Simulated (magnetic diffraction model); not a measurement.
# Solving a magnetic structure from powder neutron data: CeNdI7

Space group P2_1 (no. 4), a = 9.0920 Å, b = 8.6930 Å, c = 12.4200 Å, β = 102.65°.

```
site  atom       x       y       z
  2a    Nd  0.6589  0.3003  0.6897
  2a    Ce  0.8157  0.2888  0.2310
  2a     I  0.3825  0.5077  0.7859
  2a     I  0.8564  0.2902  0.4712
  2a     I  0.7549  0.2944  0.9817
  2a     I  0.4423  0.0131  0.7859
  2a     I  0.9657  0.0410  0.7566
  2a     I  0.9448  0.5693  0.7717
  2a     I  0.4336  0.1283  0.4677
```

This is a made-up structure (elements placed in a structure type, unrelaxed), so the numbers test the method and describe no known phase.

Only Nd is taken to order (form factors of Nd3+); orders and moment sizes are assumed, and not adapted to the symmetry. Radiation: neutrons of λ = 1.594 Å, 2° to 30°; isotropic B of 0.2 Å² (Nd), 0.2 Å² (Ce) and 0.23 Å² (I). Simulated constant-wavelength pattern: nuclear and magnetic terms add, the magnetic one as |2.695 fm × Σ f S⊥ exp(2πi Q·r) exp(−B s²)|², summed over all Q at one angle with the factor 1/(sin²θ cos θ). For a modulated order the moment at position r is S exp(−2πi k·r) + c.c., with S = m/2 for a sine wave of amplitude m and S = m(u + iv)/2 for moments turning in a plane, u and v being orthogonal unit vectors in it; the phase factor of the sum at Q = H + k is then exp(2πi H·r). Free-ion form factors, Sears's scattering lengths of 1992, no absorption; a label names one of the reflections at its angle. The strongest nuclear line in the range is 100, and lines under 0.2 are left out.

Above the ordering temperature:

```
2θ (°)     index      I
  7.54   (0 0 1)    9.3
 10.31   (1 0 0)    1.6
 11.37  (1 0 -1)    0.8
 12.96   (0 1 1)    0.8
 14.06   (1 0 1)    1.3
 14.75   (1 1 0)  100.0
 15.12   (0 0 2)   32.2
 15.51  (1 1 -1)   13.4
 16.34  (1 0 -2)    6.7
 17.59   (1 1 1)    9.6
 18.45   (0 1 2)    1.4
 19.47  (1 1 -2)    1.3
 20.13   (1 0 2)    0.9
 20.43  (2 0 -1)    0.5
 20.70   (2 0 0)    1.1
 21.13   (0 2 0)    0.2
 22.47   (0 2 1)    4.5
 22.76   (0 0 3)    4.0
 22.77   (1 1 2)    4.4
 22.85  (2 0 -2)    1.1
 23.03  (2 1 -1)    8.2
 23.27   (2 1 0)    2.0
```
(The table stops after 22 lines; 18 more lie at higher angle.)

Below it (cell unchanged):

```csv
2θ (°),I
7.44,4.8
7.54,9.3
7.68,4.8
9.77,4.4
10.31,1.6
10.54,5.4
10.85,3.6
11.37,0.8
12.90,0.5
12.96,0.8
13.04,0.5
13.61,1.8
14.06,1.3
14.38,1.2
14.53,1.6
14.75,100.0
15.01,0.6
15.12,32.2
15.13,1.1
15.22,3.2
15.24,0.6
15.51,13.4
15.82,3.0
16.12,1.3
16.34,6.7
16.58,1.2
17.23,1.0
17.59,9.6
17.97,0.9
18.36,0.9
18.45,1.4
18.56,0.9
19.47,1.3
19.92,0.7
20.13,0.9
20.16,1.2
```
(The table stops after 36 lines; 54 more lie at higher angle.)

**Question.** Find the propagation vector, then choose among these models:
A. moments turning in the plane of [010] and [001], 2.3 μB on Nd; signs + at (0.6589, 0.3003, 0.6897), − at (0.3411, 0.8003, 0.3103)
B. a sine wave with moments along [001] (amplitudes given), 2.3 μB on Nd; signs + at (0.6589, 0.3003, 0.6897), − at (0.3411, 0.8003, 0.3103)
C. moments turning in the plane of [001] and [100], 2.3 μB on Nd; signs + at (0.6589, 0.3003, 0.6897), − at (0.3411, 0.8003, 0.3103)
D. a sine wave with moments along [100] (amplitudes given), 2.3 μB on Nd; signs + at (0.6589, 0.3003, 0.6897), − at (0.3411, 0.8003, 0.3103)

The new lines index as (0.052 0 -1) at 7.44°, (0.052 0 1) at 7.68°, (0.948 0 0) at 9.77° and (0.052 1 0) at 10.54°, that is as H ± k with k = (0.052 0 0). Satellites come in pairs about each point of the reciprocal lattice.

Magnetic intensity, observed (below minus above) and for each model:

| 2θ (°) | index | observed | A | B | C | D |
| --- | --- | --- | --- | --- | --- | --- |
| 7.44 | (0.052 0 -1) | 4.8 | 4.8 | <0.2 | 4.7 | 4.7 |
| 7.68 | (0.052 0 1) | 4.8 | 4.8 | 0.4 | 4.4 | 4.4 |
| 9.77 | (0.948 0 0) | 4.4 | 4.4 | 2.2 | 2.2 | <0.2 |
| 10.54 | (0.052 1 0) | 5.4 | 5.4 | 5.4 | 10.8 | 5.4 |
| 10.85 | (1.052 0 0) | 3.6 | 3.6 | 1.8 | 1.8 | <0.2 |
| 13.61 | (0.948 0 1) | 1.8 | 1.8 | 0.8 | 1.1 | 0.5 |
| 15.22 | (0.948 1 -1) | 3.2 | 3.2 | 1.9 | 3.6 | 1.5 |
| 15.82 | (1.052 1 -1) | 3.0 | 3.0 | 1.8 | 3.3 | 1.2 |

Model A matches.

The structure used: k = (0.052 0 0), moments turning in the plane of [010] and [001], 2.3 μB on Nd; signs + at (0.6589, 0.3003, 0.6897), − at (0.3411, 0.8003, 0.3103).

[Logs are printed without paths, hosts, clocks, repeated set-up lines and the standing remarks that a program may print on its own settings, such as how far it seeks lower states.]
